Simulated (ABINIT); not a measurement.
**A GW chain in ABINIT: CdS (Hawleyite)**

Wanted: ground state, empty states, screening and self-energy for CdS (Hawleyite).

Program: ABINIT 10.8.3. Level of theory: PBE and many-body steps on it, plane waves. Values are calculated unless marked as measured.

**Experimental background.**

- Gap 2.42 eV: optical gap from inflexion point of photoacoustic spectrum, as-grown film; photoacoustic spectroscopy; film (as-grown chemical bath deposited film, about 0.25 um thick, deposited at 80 C) (“Study of the band--gap shift in CdS films: Influence of thermal annealing in different atmospheres”, 1995, arxiv:cond-mat/9501125).

## (1) Set-up

It takes space group F-43m (No. 216, cubic). Conventional cell: a = 5.833 Å, b = 5.833 Å, c = 5.833 Å, α = 90.00°, β = 90.00°, γ = 90.00°. Nearest to Cd lie 4 S at 2.53 Å. S has 4 Cd at 2.53 Å nearest. Farther neighbours, and contacts between anions beyond the nearest, are not listed.

As a file:

```cif
data_structure
_symmetry_space_group_name_H-M 'P 1'
_symmetry_Int_Tables_number 1
_cell_length_a 4.1246
_cell_length_b 4.1246
_cell_length_c 4.1246
_cell_angle_alpha 60.000
_cell_angle_beta 60.000
_cell_angle_gamma 60.000
_cell_volume 49.62
loop_
_atom_site_label
_atom_site_type_symbol
_atom_site_fract_x
_atom_site_fract_y
_atom_site_fract_z
_atom_site_occupancy
Cd1 Cd 0.00000 0.00000 0.00000 1
S2 S 0.25000 0.25000 0.25000 1
```

The cell and positions come from the Crystallography Open Database and are kept as given unless a step says otherwise.

## (2) Ground state

This step: ABINIT 10.8.3; DFT, PBE, plane waves, norm-conserving pseudopotentials.

The ground-state density comes first.

The input, run.abi:

```
acell 3*1.0 Angstrom
rprim 
  -0.000000000000 2.916500000000 2.916500000000
  2.916500000000 0.000000000000 2.916500000000
  2.916500000000 2.916500000000 -0.000000000000
ntypat 2
znucl 48 16
natom 2
typat 1 2
xred 
  0.000000000000 0.000000000000 0.000000000000
  0.250000000000 0.250000000000 0.250000000000
pp_dirpath "pseudos"
pseudos "Cd.upf, S.upf"
ecut 47
ngkpt 6 6 6
nshiftk 1
shiftk 0 0 0
kptopt 1
chksymbreak 0
nband 18
occopt 1
tolvrs 1e-10
nstep 60
prtwf 0
optforces 0
optstress 0
indata_prefix "in"
outdata_prefix "out"
tmpdata_prefix "tmp"
```

The run is started by

```sh
OMP_NUM_THREADS=1 mpirun -n 4 abinit run.abi > log
```

Log:

```text
.Version 10.8.3 of ABINIT. v10.8.2 released Aug 2026.

 Symmetries : space group F-4 3 m (#216); Bravais cF (face-center cubic)
================================================================================
 Values of the parameters that define the memory need of the present run
     intxc =       0    ionmov =       0      iscf =       7    lmnmax =       6
     lnmax =       6     mgfft =      50  mpssoang =       3    mqgrid =    3001
     natom =       2  nloc_mem =       1    nspden =       1   nspinor =       1
    nsppol =       1      nsym =      24    n1xccc =    2501    ntypat =       2
    occopt =       1   xclevel =       2
-    mband =          18        mffmem =           1         mkmem =           4
       mpw =        5188          nfft =      125000          nkpt =          16
================================================================================
  Rough estimation (10% accuracy) of disk space for files :
================================================================================

--------------------------------------------------------------------------------
------------- Echo of variables that govern the present computation ------------
--------------------------------------------------------------------------------
 -outvars: echo values of preprocessed input variables --------
            acell      1.8897261259E+00  1.8897261259E+00  1.8897261259E+00 Bohr

      chksymbreak           0
             ecut      4.70000000E+01 Hartree
-          fftalg         312

              ixc     -101130
              kpt      0.00000000E+00  0.00000000E+00  0.00000000E+00
                       1.66666667E-01  0.00000000E+00  0.00000000E+00
                       3.33333333E-01  0.00000000E+00  0.00000000E+00
                       5.00000000E-01  0.00000000E+00  0.00000000E+00
                       1.66666667E-01  1.66666667E-01  0.00000000E+00
                       3.33333333E-01  1.66666667E-01  0.00000000E+00
                       5.00000000E-01  1.66666667E-01  0.00000000E+00
                      -3.33333333E-01  1.66666667E-01  0.00000000E+00
                      -1.66666667E-01  1.66666667E-01  0.00000000E+00
   [... 5 further rows ...]
                      -3.33333333E-01  3.33333333E-01  1.66666667E-01
                      -3.33333333E-01  5.00000000E-01  1.66666667E-01
         kptrlatt        6    0    0      0    6    0      0    0    6
          kptrlen      4.67656631E+01
P           mkmem           4
            natom           2
            nband          18
            ngfft          50      50      50
             nkpt          16
            nstep          60
             nsym          24
           ntypat           2
              occ      2.000000  2.000000  2.000000  2.000000  2.000000  2.000000
                       2.000000  2.000000  2.000000  2.000000  2.000000  2.000000
                       2.000000  0.000000  0.000000  0.000000  0.000000  0.000000
        optforces           0
        optstress           0
            prtwf           0
            rprim     -0.0000000000E+00  2.9165000000E+00  2.9165000000E+00
[...]
spgroup         216

           tolvrs      1.00000000E-10

             xred      0.0000000000E+00  0.0000000000E+00  0.0000000000E+00
[...]
znucl       48.00000   16.00000

================================================================================

 chkinp: Checking input parameters for consistency.

================================================================================
== DATASET  1 ==================================================================
-   mpi_nproc: 4, omp_nthreads: 1 (-1 if OMP is not activated)

--- !DatasetInfo
iteration_state: {dtset: 1, }
dimensions: {natom: 2, nkpt: 16, mband: 18, nsppol: 1, nspinor: 1, nspden: 1, mpw: 5188, }
cutoff_energies: {ecut:  47.0, pawecutdg:  -1.0, }
electrons: {nelect:   2.60000000E+01, charge:   0.00000000E+00, occopt:   1.00000000E+00, tsmear:   1.00000000E-02, }

 Real(R)+Recip(G) space primitive vectors, cartesian coordinates (Bohr,Bohr^-1):
 R(1)=  0.0000000  5.5113862  5.5113862  G(1)= -0.0907213  0.0907213  0.0907213
 R(2)=  5.5113862  0.0000000  5.5113862  G(2)=  0.0907213 -0.0907213  0.0907213
 R(3)=  5.5113862  5.5113862  0.0000000  G(3)=  0.0907213  0.0907213 -0.0907213
 Unit cell volume ucvol=  3.3482088E+02 bohr^3
 Angles (23,13,12)=  6.00000000E+01  6.00000000E+01  6.00000000E+01 degrees

 getcut: wavevector=  0.0000  0.0000  0.0000  ngfft=  50  50  50
         ecut(hartree)=     47.000   => boxcut(ratio)=   2.07948

--- Pseudopotential description ------------------------------------------------
- Cd Generated using ONCVPSP code by D. R. Hamann
- 48.00000  20.00000  171031                  znucl, zion, pspdat
12 -101130 2 -1 1368                          pspcod,pspxc,lmax,lloc,mmax
     nproj     2     2     2
  pspatm : epsatm=   23.16453630
         --- l  ekb(1:nproj) -->
[...]
pspatm: atomic psp has been read  and splines computed

- S Generated using ONCVPSP code by D. R. Hamann
- 16.00000   6.00000  171031                  znucl, zion, pspdat
12 -101130 2 -1 1146                          pspcod,pspxc,lmax,lloc,mmax
     nproj     2     2     2
  pspatm : epsatm=    9.01821529
         --- l  ekb(1:nproj) -->
[...]
2   -3.547662   -0.986524
 pspatm: atomic psp has been read  and splines computed

   8.36751541E+02                                ecore*ucvol(ha*bohr**3)
--------------------------------------------------------------------------------

_setup2: Arith. and geom. avg. npw (full set) are    5151.458    5151.430

================================================================================

--- !BeginCycle
iteration_state: {dtset: 1, }
solver: {iscf: 7, nstep: 60, nline: 4, wfoptalg: 0, }
tolerances: {tolvrs: 1.00E-10, }

     iter   Etot(hartree)      deltaE(h)  residm     vres2
 ETOT  1  -184.58109602512    -1.846E+02 2.197E+00 4.390E+03
 ETOT  2  -185.65086711536    -1.070E+00 3.839E-02 6.972E+03
 ETOT  3  -186.34144421193    -6.906E-01 5.803E-03 7.723E+02
 ETOT  4  -186.39720509171    -5.576E-02 2.096E-03 2.072E+02
 ETOT  5  -186.41732805768    -2.012E-02 6.205E-04 2.343E+00
 ETOT  6  -186.41755963703    -2.316E-04 2.448E-04 2.511E-02
 ETOT  7  -186.41756130017    -1.663E-06 3.384E-05 9.705E-03
 ETOT  8  -186.41756155447    -2.543E-07 3.870E-05 7.709E-03
 ETOT  9  -186.41756237534    -8.209E-07 1.732E-05 2.003E-05
 ETOT 10  -186.41756237783    -2.486E-09 4.463E-05 2.764E-07
 ETOT 11  -186.41756237784    -1.558E-11 2.006E-05 1.060E-08
 ETOT 12  -186.41756237784    -1.478E-12 4.702E-05 7.445E-10
 ETOT 13  -186.41756237785    -2.160E-12 2.139E-05 4.140E-11

 At SCF step   13       vres2   =  4.14E-11 < tolvrs=  1.00E-10 =>converged.

--- !ResultsGS
iteration_state: {dtset: 1, }
comment   : Summary of ground state results
lattice_vectors:
- [ -0.0000000,   5.5113862,   5.5113862, ]
- [  5.5113862,   0.0000000,   5.5113862, ]
- [  5.5113862,   5.5113862,  -0.0000000, ]
lattice_lengths: [   7.79428,    7.79428,    7.79428, ]
lattice_angles: [ 60.000,  60.000,  60.000, ] # degrees, (23, 13, 12)
lattice_volume:   3.3482088E+02
convergence: {deltae: -2.160E-12, res2:  4.140E-11, residm:  2.139E-05, diffor:  0.000E+00, }
etotal    :  -1.86417562E+02
entropy   :   0.00000000E+00
fermie    :   1.60449132E-01
cartesian_stress_tensor: null
pressure_GPa: null
xred      :
- [  0.0000E+00,   0.0000E+00,   0.0000E+00, Cd]
- [  2.5000E-01,   2.5000E-01,   2.5000E-01,  S]
cartesian_forces: null
force_length_stats: {min: null, max: null, mean: null, }

 Integrated electronic density in atomic spheres:
 ------------------------------------------------
 Atom  Sphere_radius  Integrated_density
    1        2.00000         17.17000095
    2        2.00000          3.93308081
================================================================================

 ----iterations are completed or convergence reached----

 Mean square residual over all n,k,spin=   83.764E-09; max=  21.389E-06
 reduced coordinates (array xred) for    2 atoms
       0.000000      0.000000      0.000000
       0.250000      0.250000      0.250000
 rms dE/dt=  0.0000E+00; max dE/dt=  0.0000E+00; dE/dt below (all hartree)
    1       0.000000      0.000000      0.000000
    2       0.000000      0.000000      0.000000

 cartesian coordinates (angstrom) at end:
    1      0.000000     0.000000     0.000000
    2      1.458250     1.458250     1.458250
 length scales=  1.889726  1.889726  1.889726 bohr
              =  1.000000  1.000000  1.000000 angstroms
 prteigrs : about to open file out_EIG
 Fermi (or HOMO) energy (hartree) =   0.16045   Average Vxc (hartree)=  -0.34390
 Eigenvalues (hartree) for nkpt=  16  k points:
 kpt#   1, nband= 18, wtk=  0.00463, kpt=  0.0000  0.0000  0.0000 (reduced coord)
  -3.56438   -2.13350   -2.13350   -2.13350   -0.29393   -0.12336   -0.12336   -0.12336
  -0.10576   -0.10576    0.16045    0.16045    0.16045    0.20252    0.40047    0.40047
   0.40047    0.58082
 prteigrs : prtvol=0 or 1, do not print more k-points.

--- !EnergyTerms
iteration_state     : {dtset: 1, }
comment             : Components of total free energy in Hartree
kinetic             :  6.539617E+01
hartree             :  6.517524E+01
xc                  : -2.742416E+01
Ewald energy        : -9.940623E+01
psp_core            :  2.499102E+00
local_psp           : -1.984064E+02
non_local_psp       :  5.748720E+00
total_energy        : -1.864176E+02
total_energy_eV     : -5.072680E+03
band_energy         : -2.106626E+01

== END DATASET(S) ==============================================================
================================================================================

 -outvars: echo values of variables after computation  --------
           etotal     -1.8641756238E+02
            nband          18
             nkpt          16
          spgroup         216
 [... the other variables as echoed above ...]

 Calculation completed.
```

Run time: 65 s. Hardware: 4 MPI ranks of Intel Xeon at 2.80GHz (Skylake/Cascade Lake), shared host; peak memory 0.39 GiB.

Read from the output:

| Quantity | Value |
| --- | --- |
| total energy | -5072.6803 eV |
| gap | 1.145 eV |
| k of the valence top | 0, 0, 0 |
| k of the conduction bottom | 0, 0, 0 |
| least direct gap | 1.145 eV |

The gap is direct, at Γ.

(Continued in part 2 of 3.)

[Long decimals in the printed logs are rounded to 6 places.]

[Logs are printed without paths, hosts, clocks, repeated set-up lines and the standing remarks that a program may print on its own settings, such as how far it seeks lower states.]

[Paths, hosts, dates, memory and timing lines, banners, echoed tables and standing remarks are left out of the program output; an Ansatz launch command may be rebuilt from the run's recorded settings. Measured values are a selection of at most five: reports struck by readers or far from the other reports are left out. None is set beside runs whose start may be inverted or whose files or cutoffs have a known fault.]

[Runs of the session that timed out or met a known fault of the program may be left out.]

[Hosts, paths, dates, database ids (printed as entryN), source tags and the programs' standing remarks are cut or masked in the printed files.]

[G0W0 gaps are taken among the corrected bands and points alone; a level outside them can change the order at an edge.]

[Where Ansatz stands beside ABINIT at settings called matched, ABINIT's density can come from a denser mesh and the files from another edition; pairs whose starting gaps differed by over 0.03 eV were left out, so agreement reads better than it is.]
